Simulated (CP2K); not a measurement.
Two runs for the S L₂,₃ edge of thieno[3,2-b]thiophene. Run A: CP2K XAS_TDP, all-electron GAPW, PBEh(45%), aug-cc-pVDZ, TDA, ZORA, spin–orbit coupling. Run B differs in one setting.

First lines with a strength over 0.0003. A:

```
                       atom  energy (eV)  states  strength, one atom
S3 (bonded to 2 C), 2 alike       164.35       2              0.0018
                                  164.48       1              0.0005
                                  164.61       2              0.0003
                                  164.82       1              0.0015
                                  165.45       1              0.0016
```

B:

```
                       atom  energy (eV)  states  strength, one atom
S3 (bonded to 2 C), 2 alike       167.18       1              0.0016
                                  167.28       1              0.0005
                                  167.40       2              0.0004
                                  167.63       1              0.0015
                                  168.26       1              0.0016
```

Q: Which was it: the basis, GW2X switched on, the functional?

GW2X switched on. GW2X shifts the lines nearly together; each 2p level gets its own shift. The lowest line over the strength cut lies at 167.18 eV, against 164.35 eV (PBEh(45%), aug-cc-pVDZ).

[Banner, clock and machine lines of the logs are left out without a mark of their own.]

[Logs are printed without paths, hosts, clocks, repeated set-up lines and the standing remarks that a program may print on its own settings, such as how far it seeks lower states.]

[Hosts, paths, dates, database ids (printed as entryN), source tags and the programs' standing remarks are cut or masked in the printed files.]
